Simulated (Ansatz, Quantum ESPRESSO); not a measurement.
# Ta (Im-3m): phonons and their coupling to the electrons, part 2 of 4

How strong is the electron-phonon coupling in Ta (Im-3m)?

Quantum ESPRESSO 7.5; DFT PBE, scalar-relativistic, plane waves, PseudoDojo norm-conserving pseudopotentials.

So far. Step 2 (A probe with smearing): No gap opens on this mesh, so smearing is kept; the start stands at 1.1 GPa. Step 4 (Self-consistent run for the response): The cell stands at 0.25 GPa, close enough for stiff modes, while soft ones can move. The relaxed cell has a = 3.320 Å (conventional setting).

## (7) Linear response on the mesh

Linear response treats each wavevector in the unit cell, with no supercell; the 4×4×4 mesh fixes the range of the force constants to be had. The change of the potential is kept for the electron-phonon matrix elements.

ph.in

```
phonons
&inputph
   prefix = 'x'
   outdir = './tmp'
   fildyn = 'x.dyn'
   tr2_ph = 1.0d-18
   alpha_mix(1) = 0.4
   nmix_ph = 8
   ldisp = .true.
   nq1 = 4
   nq2 = 4
   nq3 = 4
   electron_phonon = 'interpolated'
   fildvscf = 'dvscf'
   el_ph_sigma = 0.005
   el_ph_nsigma = 10
/
```

Started as:

```sh
> OMP_NUM_THREADS=1 mpirun -n 4 ph.x -nk 4 -in ph.in > ph.out
```

The program printed:

```text
[banners, grids, parts of the stress and lines that vanish by symmetry left out]
[banner, memory and clock lines left out]
Program PHONON v.7.5

     ./tmp/x.save/

     IMPORTANT: XC functional enforced from input :
     Exchange-correlation= PBE
                           (   1   4   3   4   0   0   0)
     Any further DFT definition will be discarded
     Please, verify this is what you really want

     G-vector sticks info

     Reading collected, re-writing distributed wavefunctions in ./tmp/

     Dynamical matrices for ( 4, 4, 4)  uniform grid of q-points
     (   8 q-points):
       N         xq(1)         xq(2)         xq(3)
       1   0.000000000   0.000000000   0.000000000
       2   0.000000000  -0.216506351   0.216506351
[...]
Number and degeneracy of irreps per q-point
       N         xq(1)         xq(2)         xq(3)   N irreps
       1   0.000000000   0.000000000   0.000000000       1
        3
       2   0.000000000  -0.216506351   0.216506351       3
     No degeneracy
[...]
No degeneracy
[...]
No degeneracy
[...]
1   2
[...]
No degeneracy
       7   0.433012702  -0.433012702   0.433012702       1
        3
       8   0.000000000   0.000000000  -0.866025404       1
        3

     Saving dvscf to file. Distribute only q points, not irreducible representations.

     Calculation of q =    0.0000000   0.0000000   0.0000000

     phonons

     bravais-lattice index     =            0
     lattice parameter (alat)  =       5.4328  a.u.
     unit-cell volume          =     123.4381 (a.u.)^3
     number of atoms/cell      =            1
     number of atomic types    =            1
     kinetic-energy cut-off    =      58.0000  Ry
     charge density cut-off    =     232.0000  Ry
     convergence threshold     =      1.0E-18
     beta                      =       0.4000
     number of iterations used =            8
     Exchange-correlation= PBE
                           (   1   4   3   4   0   0   0)

     celldm(1)=    5.43280  celldm(2)=    0.00000  celldm(3)=    0.00000
     celldm(4)=    0.00000  celldm(5)=    0.00000  celldm(6)=    0.00000

     crystal axes: (cart. coord. in units of alat)
               a(1) = (  0.5774  0.5774  0.5774 )
               a(2) = ( -0.5774  0.5774  0.5774 )
               a(3) = ( -0.5774 -0.5774  0.5774 )

     reciprocal axes: (cart. coord. in units 2 pi/alat)
               b(1) = (  0.8660  0.0000  0.8660 )
               b(2) = ( -0.8660  0.8660  0.0000 )
               b(3) = (  0.0000 -0.8660  0.8660 )

     Atoms inside the unit cell:

     Cartesian axes

     site n.  atom      mass           positions (alat units)
        1  Ta    180.9479   tau(    1) = (    0.00000    0.00000    0.00000  )

     Computing dynamical matrix for
                    q = (   0.0000000   0.0000000   0.0000000 )

     49 Sym.Ops. (with q -> -q+G )

     G cutoff =  173.4505  (   7395 G-vectors)     FFT grid: ( 27, 27, 27)

     number of k points=   145  Gaussian smearing, width (Ry)=  0.0200

     PseudoPot. # 1 for Ta read from file:
     ./pseudo/Ta.upf
     Pseudo is Norm-conserving + core correction, Zval = 13.0

     Mode symmetry, O_h (m-3m)  point group:

     Atomic displacements:
     There are    1 irreducible representations

     Representation     1      3 modes -  To be done

     Alpha used in Ewald sum =   2.3000

     Representation #   1 modes #   1   2   3

     Self-consistent Calculation
      iter #   1   av.it.:   7.2
      thresh= 1.000E-02 alpha_mix =  0.400 |ddv_scf|^2 =  3.929E-06
      iter #   2   av.it.:  10.0
      thresh= 1.982E-04 alpha_mix =  0.400 |ddv_scf|^2 =  4.893E-07
[...]
End of self-consistent calculation

     Convergence has been achieved

     Number of q in the star =    1
     List of q in the star:
[...]
Diagonalizing the dynamical matrix

     q = (    0.000000000   0.000000000   0.000000000 )

 **************************************************************************
     freq (    1) =       0.023255 [THz] =       0.775699 [cm-1]
     freq (    2) =       0.023255 [THz] =       0.775699 [cm-1]
     freq (    3) =       0.023255 [THz] =       0.775699 [cm-1]
 **************************************************************************

     Mode symmetry, O_h (m-3m)  point group:

     freq (   1-   3) =          0.8  [cm-1]   --> T_1u G_15  G_4- I
     Electron-phonon interaction  ...

     [... narrower broadenings left out ...]
     Gaussian Broadening:   0.020 Ry, ngauss=   0
     DOS =  9.152766 states/spin/Ry/Unit Cell at Ef= 18.146478 eV
     lambda(    1)=  0.0000   gamma=    0.00 GHz
     lambda(    2)=  0.0000   gamma=    0.00 GHz
     lambda(    3)=  0.0000   gamma=    0.00 GHz
     [... wider broadenings left out ...]

     Number of q in the star =    1
     List of q in the star:
[...]
Calculation of q =    0.0000000  -0.2165064   0.2165064
     [... set-up and bands at k+q left out ...]

     Mode symmetry, C_2v (mm2)  point group:

     Atomic displacements:
     There are    3 irreducible representations

     Representation     1      1 modes -  To be done

[...]
Message from routine init_vloc:
     Interpolation table for Vloc re-allocated

     Alpha used in Ewald sum =   2.3000

     Representation #   1 mode #   1

     Self-consistent Calculation

[...]
[... iterations left out ...]
[...]
End of self-consistent calculation

     Convergence has been achieved

     Representation #   2 mode #   2

[...]
[... iterations left out ...]
[...]
Convergence has been achieved

[...]
Convergence has been achieved

[...]
Diagonalizing the dynamical matrix

     q = (    0.000000000  -0.216506351   0.216506351 )

[...]
freq (    1) =       1.740905 [THz] =      58.070324 [cm-1]
     freq (    2) =       2.311857 [THz] =      77.115255 [cm-1]
     freq (    3) =       3.398254 [THz] =     113.353560 [cm-1]
[...]
Mode symmetry, C_2v (mm2)  point group:

     freq (   1-   1) =         58.1  [cm-1]   --> B_1  D_3  S_3
     freq (   2-   2) =         77.1  [cm-1]   --> B_2  D_4  S_4
     freq (   3-   3) =        113.4  [cm-1]   --> A_1  D_1  S_1
     Electron-phonon interaction  ...

     [... narrower broadenings left out ...]
     Gaussian Broadening:   0.020 Ry, ngauss=   0
     DOS =  9.152766 states/spin/Ry/Unit Cell at Ef= 18.146478 eV
     lambda(    1)=  0.4182   gamma=   11.08 GHz
     lambda(    2)=  0.1973   gamma=    9.22 GHz
     lambda(    3)=  0.2730   gamma=   27.55 GHz
     [... wider broadenings left out ...]

[...]
[... set-up and bands at k+q left out ...]

     Mode symmetry, D_2h (mmm)  point group:

[...]
Convergence has been achieved

[...]
Convergence has been achieved

[...]
Convergence has been achieved

[...]
q = (    0.000000000   0.433012702  -0.433012702 )

[...]
freq (    1) =       2.613339 [THz] =      87.171608 [cm-1]
     freq (    2) =       4.103337 [THz] =     136.872575 [cm-1]
     freq (    3) =       4.286030 [THz] =     142.966567 [cm-1]
[...]
Mode symmetry, D_2h (mmm)  point group:

     freq (   1-   1) =         87.2  [cm-1]   --> B_2u
     freq (   2-   2) =        136.9  [cm-1]   --> B_3u
     freq (   3-   3) =        143.0  [cm-1]   --> B_1u
[...]
lambda(    1)=  0.3527   gamma=   21.05 GHz
     lambda(    2)=  0.5712   gamma=   84.06 GHz
     lambda(    3)=  0.1230   gamma=   19.75 GHz
[...]
Mode symmetry, C_s (m)     point group:

[...]
Convergence has been achieved

[...]
Convergence has been achieved

[...]
Convergence has been achieved

[...]
q = (   -0.216506351   0.649519053  -0.433012702 )

[...]
freq (    1) =       2.717185 [THz] =      90.635534 [cm-1]
     freq (    2) =       3.094630 [THz] =     103.225750 [cm-1]
     freq (    3) =       4.388194 [THz] =     146.374401 [cm-1]
[...]
Mode symmetry, C_s (m)     point group:

     freq (   1-   1) =         90.6  [cm-1]   --> A'
     freq (   2-   2) =        103.2  [cm-1]   --> A''
     freq (   3-   3) =        146.4  [cm-1]   --> A'
[...]
lambda(    1)=  0.3576   gamma=   23.08 GHz
     lambda(    2)=  0.3688   gamma=   30.87 GHz
     lambda(    3)=  0.2171   gamma=   36.54 GHz
[...]
Mode symmetry, C_4v (4mm)  point group:

[...]
Convergence has been achieved

     Representation #   2 modes #   2   3

[...]
Convergence has been achieved

[...]
q = (    0.000000000   0.000000000   0.433012702 )

[...]
freq (    1) =       3.197076 [THz] =     106.642977 [cm-1]
     freq (    2) =       3.197076 [THz] =     106.642977 [cm-1]
     freq (    3) =       4.195792 [THz] =     139.956542 [cm-1]
[...]
Mode symmetry, C_4v (4mm)  point group:

     freq (   1-   2) =        106.6  [cm-1]   --> E    G_5 D_5
     freq (   3-   3) =        140.0  [cm-1]   --> A_1  G_1 D_1
[...]
lambda(    1)=  0.3257   gamma=   29.10 GHz
     lambda(    2)=  0.3262   gamma=   29.14 GHz
     lambda(    3)=  0.2614   gamma=   40.22 GHz
[...]
Mode symmetry, C_2v (mm2)  point group:

[...]
Convergence has been achieved

     Representation #   2 mode #   2

[...]
Convergence has been achieved

     Representation #   3 mode #   3

[...]
Convergence has been achieved

[...]
q = (    0.000000000   0.649519053  -0.216506351 )

[...]
freq (    1) =       3.366264 [THz] =     112.286465 [cm-1]
     freq (    2) =       4.233330 [THz] =     141.208686 [cm-1]
     freq (    3) =       4.583836 [THz] =     152.900324 [cm-1]
[...]
Mode symmetry, C_2v (mm2)  point group:

     freq (   1-   1) =        112.3  [cm-1]   --> A_1  D_1  S_1
     freq (   2-   2) =        141.2  [cm-1]   --> B_2  D_4  S_4
     freq (   3-   3) =        152.9  [cm-1]   --> B_1  D_3  S_3
[...]
lambda(    1)=  0.4354   gamma=   43.12 GHz
     lambda(    2)=  0.3122   gamma=   48.90 GHz
     lambda(    3)=  0.0884   gamma=   16.23 GHz
[...]
Calculation of q =    0.4330127  -0.4330127   0.4330127
     [... set-up and bands at k+q left out ...]

     Mode symmetry, T_d (-43m)  point group:

     Atomic displacements:
     There are    1 irreducible representations

     Representation     1      3 modes -  To be done

     Alpha used in Ewald sum =   2.3000

     Representation #   1 modes #   1   2   3

     Self-consistent Calculation

[...]
[... iterations left out ...]
[...]
End of self-consistent calculation

     Convergence has been achieved

[...]
Diagonalizing the dynamical matrix

     q = (    0.433012702  -0.433012702   0.433012702 )

[...]
freq (    1) =       3.591398 [THz] =     119.796129 [cm-1]
     freq (    2) =       3.591398 [THz] =     119.796129 [cm-1]
     freq (    3) =       3.591398 [THz] =     119.796129 [cm-1]
[...]
Mode symmetry, T_d (-43m)  point group:

     freq (   1-   3) =        119.8  [cm-1]   --> T_2  G_15 P_4
     Electron-phonon interaction  ...

     [... narrower broadenings left out ...]
     Gaussian Broadening:   0.020 Ry, ngauss=   0
     DOS =  9.152766 states/spin/Ry/Unit Cell at Ef= 18.146478 eV
     lambda(    1)=  0.4909   gamma=   55.35 GHz
     lambda(    2)=  0.4853   gamma=   54.70 GHz
     lambda(    3)=  0.4838   gamma=   54.55 GHz
     [... wider broadenings left out ...]

[...]
Calculation of q =    0.0000000   0.0000000  -0.8660254
     [... set-up and bands at k+q left out ...]

     Mode symmetry, O_h (m-3m)  point group:

     Atomic displacements:
     There are    1 irreducible representations

     Representation     1      3 modes -  To be done

     Alpha used in Ewald sum =   2.3000

     Representation #   1 modes #   1   2   3

     Self-consistent Calculation

      iter #   1   av.it.:   7.7
      thresh= 1.000E-02 alpha_mix =  0.400 |ddv_scf|^2 =  2.706E-05

      [... iterations left out ...]
      iter #   9   av.it.:  11.1
      thresh= 1.151E-09 alpha_mix =  0.400 |ddv_scf|^2 =  5.879E-19

     End of self-consistent calculation

     Convergence has been achieved

     Number of q in the star =    1
     List of q in the star:
          1   0.000000000   0.000000000  -0.866025404

     Diagonalizing the dynamical matrix

     q = (    0.000000000   0.000000000  -0.866025404 )

 **************************************************************************
     freq (    1) =       4.847448 [THz] =     161.693449 [cm-1]
     freq (    2) =       4.847448 [THz] =     161.693449 [cm-1]
     freq (    3) =       4.847448 [THz] =     161.693449 [cm-1]
 **************************************************************************

     Mode symmetry, O_h (m-3m)  point group:

     freq (   1-   3) =        161.7  [cm-1]   --> T_1u G_15  G_4-
     Electron-phonon interaction  ...

     [... narrower broadenings left out ...]
     Gaussian Broadening:   0.020 Ry, ngauss=   0
     DOS =  9.152766 states/spin/Ry/Unit Cell at Ef= 18.146478 eV
     lambda(    1)=  0.1084   gamma=   22.26 GHz
     lambda(    2)=  0.1083   gamma=   22.24 GHz
     lambda(    3)=  0.1130   gamma=   23.21 GHz
     [... wider broadenings left out ...]

     Number of q in the star =    1
     List of q in the star:
          1   0.000000000   0.000000000  -0.866025404


[key lines of the parts left out:]
the Fermi energy is    18.1411 ev
```

Elapsed: 43 min, on 4 MPI ranks of Arm Neoverse V1, shared host; 2.9 h of CPU time.

This step gave:

* largest acoustic frequency at the zone centre before the sum rule: 0.78 cm⁻¹
* lowest mode on the q mesh (acoustic ones at the zone centre apart): 58.07 cm⁻¹

Frequencies (cm⁻¹) at each irreducible wavevector; negative means imaginary. Frequencies by wavevector:

```
  q (fractions)  star  mode 1  mode 2  mode 3
          0 0 0     1    0.78    0.78    0.78
       0 0 0.25    12   58.07   77.12   113.3
       0 0 -0.5     6   87.17   136.9     143
    0 0.25 -0.5    24   90.64   103.2   146.4
 0.25 0.25 0.25     6   106.6   106.6     140
 0.25 0.25 -0.5    12   112.3   141.2   152.9
0.25 -0.25 0.25     2   119.8   119.8   119.8
 -0.5 -0.5 -0.5     1   161.7   161.7   161.7
```

Couplings of single modes at a Gaussian broadening of 0.02 Ry, as ph.x prints them; it sets λ to zero for modes under 20 cm⁻¹. Mode couplings:

```
  q (fractions)  mode  frequency (cm⁻¹)       λ  linewidth γ (GHz)
       0 0 0.25     1             58.07  0.4182              11.08
       0 0 0.25     2             77.12  0.1973               9.22
       0 0 0.25     3             113.3   0.273              27.55
       0 0 -0.5     1             87.17  0.3527              21.05
       0 0 -0.5     2             136.9  0.5712              84.06
       0 0 -0.5     3               143   0.123              19.75
    0 0.25 -0.5     1             90.64  0.3576              23.08
    0 0.25 -0.5     2             103.2  0.3688              30.87
    0 0.25 -0.5     3             146.4  0.2171              36.54
 0.25 0.25 0.25     1             106.6  0.3257               29.1
 0.25 0.25 0.25     2             106.6  0.3262              29.14
 0.25 0.25 0.25     3               140  0.2614              40.22
 0.25 0.25 -0.5     1             112.3  0.4354              43.12
 0.25 0.25 -0.5     2             141.2  0.3122               48.9
 0.25 0.25 -0.5     3             152.9  0.0884              16.23
0.25 -0.25 0.25     1             119.8  0.4909              55.35
0.25 -0.25 0.25     2             119.8  0.4853               54.7
0.25 -0.25 0.25     3             119.8  0.4838              54.55
 -0.5 -0.5 -0.5     1             161.7  0.1084              22.26
 -0.5 -0.5 -0.5     2             161.7  0.1083              22.24
 -0.5 -0.5 -0.5     3             161.7   0.113              23.21
```

The acoustic modes at Γ come out as far as 0.8 cm⁻¹ from zero, where they should vanish, a small numerical error.

## (8) Fourier transform to real space

The dynamical matrices of the mesh are Fourier-transformed to force constants in real space.

q2r.in

```
&input
   fildyn = 'x.dyn'
   zasr = 'crystal'
   flfrc = 'x.fc'
   la2F = .true.
/
```

Started as:

```sh
> q2r.x < q2r.in > q2r.out
```

The program printed:

```text
[banners, grids, parts of the stress and lines that vanish by symmetry left out]
[banner, memory and clock lines left out]
Program Q2R v.7.5

  reading grid info from file x.dyn0

  reading force constants from file x.dyn1
  Dielectric Tensor not found
  nqs=            1
 q=   0.00000000  0.00000000  0.00000000
  reading force constants from file x.dyn2
  nqs=           12
 q=   0.00000000 -0.21650635  0.21650635
[...]
reading force constants from file x.dyn7
  nqs=            2
[...]
q=   0.43301270 -0.43301270 -0.43301270
  reading force constants from file x.dyn8
  nqs=            1
 q=   0.00000000  0.00000000 -0.86602540

      q-space grid ok, #points =   64

      fft-check success (sum of imaginary terms < 10^-12)

   Preparing gamma for a2F

 Broadening =      0.005
      q-space grid ok, #points =   64

      fft-check success (sum of imaginary terms < 10^-12)

 Broadening =      0.010
[...]
Broadening =      0.045
      q-space grid ok, #points =   64

      fft-check success (sum of imaginary terms < 10^-12)

 Broadening =      0.050
      q-space grid ok, #points =   64

      fft-check success (sum of imaginary terms < 10^-12)
```

It took 0.47 s on 1 thread.

(Continued in part 3 of 4.)

[Host names and launcher messages were left out of these logs when they were recorded.]

[Logs are printed without paths, hosts, clocks, repeated set-up lines and the standing remarks that a program may print on its own settings, such as how far it seeks lower states.]

[Hosts, paths, dates, database ids (printed as entryN), source tags and the programs' standing remarks are cut or masked in the printed files.]
